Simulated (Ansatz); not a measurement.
# Ra (Im-3m, 1 atom in the cell): from the cell to its phonons, part 2 of 2

Wanted: phonon frequencies of Ra (Im-3m, 1 atom in the cell) and what follows from them.

Ansatz 0.2.0; DFT PBEsol, scalar-relativistic, plane waves, PAW.

So far. Step 3 (Relaxing to small forces for the phonons): The forces vanish by symmetry. The volume is held at 68.22 Å³/atom, so a pressure of -0.38 GPa remains at this level.

### 4. Response at finite wavevector

Stability and thermal properties need the whole zone. Linear response on a 4×4×4 q mesh gives force constants as far as a supercell of that size would.

Contents of input.yaml:

```yaml
crystal:
  lattice:
    - [-2.574, 2.574, 2.574]
    - [2.574, -2.574, 2.574]
    - [2.574, 2.574, -2.574]
  atoms:
    - { symbol: Ra, position: [0.0, 0.0, 0.0] }
kpoints:
  mp_grid: { grid: [12, 12, 12] }
hamiltonian:
  xc: pbesol
scf:
  occupations: { method: methfessel_paxton, width: 0.2 }
output:
  eigenvalues: true
phonons:
  method: dfpt
  qmesh: [4, 4, 4]
  temperatures: { t_max: 400, t_step: 50 }
  qpath:
    path:
      - [[0.0, 0.0, 0.0], [0.5, -0.5, 0.5], [0.0, 0.0, 0.5], [0.0, 0.0, 0.0], [0.25, 0.25, 0.25], [0.5, -0.5, 0.5]]
      - [[0.25, 0.25, 0.25], [0.0, 0.0, 0.5]]
    npoints: 10
```

The run is started by

```console
> ansatz run input.yaml --threads 8 --pin off --max-ram 16384MiB --backend cpu --events-out ev --progress --plain --runs-dir out
```

Numbers of over 12 decimals in the logs are rounded to 6 here.

Output:

```text
[...]
Crystal: 1 atoms, lattice volume = 68.216 Å³
Basis set: ecut = 540 eV, 1961 PW (Γ), exchange–correlation on 80×80×80 points (8 copies of the dense FFT grid, shifted against one another)
Bands: 14, of which v1, the nominal top of the filled ones, is band 10 counted from 1 (9 counted from 0)
Symmetry: 48 space group operations
k-points: 72 of 1728
[...]
SCF iter   1: F=—  HF=-15185.394790 eV  |F-HF|=—  |Δ(HF+E_count)|=         —  Δρ=4.79e-3  dr2=2.35e-2  ethr=3.10e-3  ⟨swp⟩=6.3  Hψ=6454  notcnv=0
[...]
SCF iter   9: F=-15185.388457 eV  HF=-15185.388457 eV  |F-HF|=0.00e0  |Δ(HF+E_count)|=  1.09e-11  S|Δr|=    0.00e0  Δρ=3.13e-8  dr2=6.12e-13  ethr=1.00e-12  ⟨swp⟩=6.5  Hψ=4706  notcnv=0
SCF 1 converged in 9 iterations: F = -15185.388457 eV  dr2 = 6.12e-13
[...]
NSCF: frozen V_eff on 72 k-points
[...]
DFPT response loops at q = (0, 0, 0) (fractional): preconditioner auto → Kerker (q_TF=auto, 2.224 Å⁻¹) (partly filled bands, converged f_vac=0.000); β = 1.00, the filter's whole step (`scf.mixing.beta` (0.50) is not read by the response loops under this deck's `scf.mixing.preconditioner`; to damp them name `kerker` or `kerker_dos`, under which they read `scf.mixing.beta`, and type it under 1.00, their step now; both keys bind the ground state too); Broyden in place of MSR1
[...]
SCF converged after 9 iterations
[...]
Free energy (F): -15185.388457 eV
[...]
Internal energy: -15185.387775 eV  (E = F + TS)
E sigma→0 (E₀):  -15185.388287 eV
Entropy (-TS):   -0.000683 eV (-0.683 meV/atom)
Fermi energy:    7.442132 eV
[...]
--- Band table (eV; the first three rows and the last of 72) ---
  k-point 0: bands = [... 6 lower, -4.8398, -4.8398, -4.8398, 4.2622, 9.5511, 9.5511, 9.5511, 11.0997]
  k-point 1: bands = [... 6 lower, -4.8856, -4.8534, -4.8402, 4.4092, 9.4067, 9.4507, 9.6842, 10.7769]
  k-point 2: bands = [... 6 lower, -5.0064, -4.8900, -4.8412, 4.8178, 9.0904, 9.0970, 10.0762, 10.6175]
  k-point 71: bands = [... 6 lower, -5.2602, -5.2602, -5.2602, 6.9544, 6.9544, 11.4356, 11.4356, 11.4356]
--- Phonons (Γ-DFPT): 1 representative perturbation + reference (Σ response iterations 3) ---
  ASR residual: 6.316e-5 → 0.000e0 eV/Å²; symmetrization residual: 7.276e-12 eV/Å²
  ASR residual per site (eV/Å²): 6.32e-5
  Γ frequencies (cm⁻¹): 0.00 0.00 0.00
--- Phonons (arbitrary-q DFPT): 8 irreducible q on the 4×4×4 mesh ---
  q = [0.0000, 0.0000, 0.0000] (star 1, of the zone-centre solve; hermiticity 3.93e-8, symmetrization 1.15e-7): -0.00 -0.00 0.00
  q = [0.0000, 0.0000, 0.2500] (star 12, 2 solved perturbations in 1446 linear systems a pass and spin channel, the states on 936 of 1728 k-point pairs; hermiticity 1.03e-11, symmetrization 1.90e-11): 11.06 29.51 39.04
[...]
q = [0.2500, 0.2500, 0.2500] (star 2, 1 solved perturbation on 262 of 1728 k-point pairs; hermiticity 1.23e-12, symmetrization 1.52e-11): 42.20 42.20 42.20
[...]
sum rule: each row above includes the acoustic sum rule's correction from the zone centre's row sums; it moved no ω² by more than (0.28 cm⁻¹)²
  mesh force constants: q→R imaginary residual 0.00e0; ASR residual 6.316e-5 → 0.000e0 eV/Å²; symmetrization residual 4.441e-16 eV/Å²
  interpolated dispersion: 62 rows × 3 modes
  density of states and harmonic sums: on the 20×20×20 q-mesh, interpolated from the force constants of a 4×4×4 supercell (no non-analytic term)
  largest difference from the sums on the solved wave vectors: F 4.32e-3 eV, S 1.48e-5 and C_V 4.01e-6 eV/K
  zero-point energy: 0.007296 eV/cell   skipped modes (ω ≤ 0): 3   left out of the sums: 1.25e-4 of the cell's modes: C_V's classical limit lies that fraction below 3 k_B per atom; for a crystal, a wire or a layer, F and S can be off by more, and a phonons.interpolated_qmesh denser along its periods is the remedy for the sampling
```

Wall time 1.7 min (8 threads of Intel Xeon Platinum 8488C (Sapphire Rapids), shared host); peak memory 5.4 GiB.

This step gave:

```yaml
sum_rule_residual_before_enforcement: 6.32e-5 eV/Å²
lowest_frequency_on_the_path: 0 cm⁻¹
highest_frequency_on_the_path_or_at_a_solved_wavevector: 58.44 cm⁻¹
mean_frequency: 39.2 cm⁻¹
debye_temperature_second_moment: 77 K
logarithmic_mean_frequency: 36.4 cm⁻¹
lowest_mode_on_the_q_mesh_acoustic_modes_at_gamma_apart: 11.06 cm⁻¹
zero_point_energy_per_atom: 7.3 meV
heat_capacity_at_300_k: 24.86 J/(mol atoms K)
vibrational_entropy_at_300_k: 68.54 J/(mol atoms K)
```

Frequencies (cm⁻¹) solved at each irreducible wavevector; negative means imaginary. Frequencies by wavevector, by row:

```
q in reciprocal lattice units  star  mode 1  mode 2  mode 3
                        0 0 0     1       0       0       0
                     0 0 0.25    12    11.1    29.5      39
                     0 0 -0.5     6    15.2    43.1    58.4
                  0 0.25 0.25    24    26.7      42    53.9
               0.25 0.25 0.25     2    42.2    42.2    42.2
              0.25 0.25 -0.25     6      35    41.1    41.1
               0.25 -0.5 -0.5    12    38.7    50.4    58.1
               -0.5 -0.5 -0.5     1    58.2    58.2    58.2
```

Interpolated from a 4×4×4 q mesh. Phonon branches along the path, in cm⁻¹:

```
    point  branch 1  branch 2  branch 3
        Γ         0         0         0
  halfway        35        41        41
        H        58        58        58
  halfway        39        50        58
        N        15        43        58
  halfway        11        30        39
        Γ         0         0         0
  halfway        25        25        47
        P        42        42        42
  halfway        34        54        54
        H        58        58        58
jump to P        42        42        42
  halfway        27        44        54
        N        15        43        58
```

The phonon branches as a text plot (rows in cm⁻¹):

```
     57 |          ************                        ****    **
     55 |         *   **       *                      *       *
     52 |        *      *                   ***     **  *    *
     50 |              * *      *                  *        *
     47 |       **        *                *   *  *
     45 |               *  *                     *     *   *
     43 |       *           ***                 *          ******
     40 |     **               * *        *    *      *    *
     38 |                *      *             *  *
     35 |    ***                                     *
     33 |                 *       *          *    *         *
     30 |                        *       *  *      **        *
     28 |    *
     26 |   *                              *
     23 |                         **                          *
     21 |   *              *            * *
     18 |  *                       *                           *
     16 |  *                ****    *    *                      *
     13 |                       *   *
     11 |                        *     **
      9 | *                       *  *
      6 |                          * * *
      4 |                           *
      1 |*                           **
         Γ           H       N        Γ         P        H|P    N
```

Tetrahedra on a 20×20×20 mesh, mean over bins of 1 cm-1. Interpolated from a 4×4×4 q mesh. The phonon density of states by wavenumber; read off at these points:

```
wavenumber (cm⁻¹)  phonon density of states (1/cm⁻¹/cell)
              0.5                                  4.0e-5
              2.5                                  4.5e-4
              4.5                                 0.00127
              6.5                                 0.00325
              8.5                                  0.0068
             10.5                                  0.0101
             12.5                                  0.0148
             14.5                                  0.0237
             16.5                                  0.0396
             18.5                                  0.0432
             20.5                                  0.0466
             22.5                                  0.0501
             24.5                                  0.0531
             26.5                                  0.0564
             28.5                                  0.0595
             30.5                                  0.0626
             32.5                                  0.0508
             34.5                                  0.0481
             36.5                                  0.0501
             38.5                                  0.0543
             40.5                                  0.0645
             42.5                                  0.0932
             43.5                                   0.111
             44.5                                  0.0851
             46.5                                  0.0708
             48.5                                  0.0672
             50.5                                  0.0731
             52.5                                  0.0991
             53.5                                   0.125
             54.5                                   0.119
             56.5                                   0.112
             58.5                                  0.0122
```

Second derivatives of the energy by pair, one row for each kind of neighbour of each atom listed. Each entry sums the pair over the periodic images of the supercell that the q mesh stands for, and in a polar crystal it holds the long-range dipole part too. Force constants by pair, by row:

```
atom  neighbour  distance (Å)  third of the trace (eV/Å²)  along the pair's line (eV/Å²)
 Ra1     itself             0                       1.427                              –
 Ra1         Ra         4.458                     -0.1712                        -0.4985
 Ra1         Ra         5.148                     -0.0244                         0.0118
 Ra1         Ra          7.28                      0.0028                         0.0124
```

Harmonic thermodynamic functions per atom, from the density of states. Interpolated from a 4×4×4 q mesh. Thermodynamic functions, by row:

```
T (K)  F_vib (meV/atom)  S (J/mol-atom/K)  C_V (J/mol-atom/K)
    0               7.3                 0                   0
   50              1.34             25.22               22.24
  100            -16.36             41.46               24.22
  200            -69.13             58.48               24.76
  300            -135.3             68.54               24.86
  400            -210.2             75.69               24.89
```

Harmonic mean-square displacement, third of the trace. Interpolated from a 4×4×4 q mesh. Mean square displacements, by row:

```
T (K)  Ra1 U_eq (Å²)
    0        0.00229
  100        0.01396
  300        0.04141
  600        0.08274
```

Symmetry leaves 8 wavevectors to solve. The lowest mode among them, the acoustic zeros apart, lies at q = (0, 0, 0.25) and is real, 11.1 cm⁻¹.

### 5. Outcome

```json
{
 "space group (within 0.01 Å)": "Im-3m",
 "volume per atom": "68.2 Å³",
 "electronic character": "no gap on this mesh",
 "lowest mode on the q mesh (acoustic modes at Γ apart)": "11.1 cm⁻¹",
 "highest frequency on the path or at a solved wavevector": "58.4 cm⁻¹",
 "zero-point energy per atom": "7.3 meV",
 "heat capacity at 300 K": "24.9 J/(mol atoms K)",
 "vibrational entropy at 300 K": "68.5 J/(mol atoms K)",
 "Debye temperature (second moment)": "77 K",
 "imaginary modes on the 4×4×4 q mesh": "none"
}
```

In words: The structure is a minimum as far as tested: no mode is imaginary at the 8 irreducible wavevectors of the 4×4×4 mesh, and the softest away from the acoustic zeros lies at 11 cm⁻¹. The volume was held at that of the database entry and not relaxed, so the modes belong to a cell under -0.38 GPa at this level. With no gap, or one that is small against the smearing, the frequencies hang on the k mesh and the smearing, most of all near Kohn anomalies. Spin-orbit coupling is left out, which can matter for the heavy elements here. These are harmonic frequencies at zero temperature: anharmonic shifts, linewidths and thermal expansion are left out.

[Logs are printed without paths, hosts, clocks, repeated set-up lines and the standing remarks that a program may print on its own settings, such as how far it seeks lower states.]

[Hosts, paths, dates, database ids (printed as entryN), source tags and the programs' standing remarks are cut or masked in the printed files.]
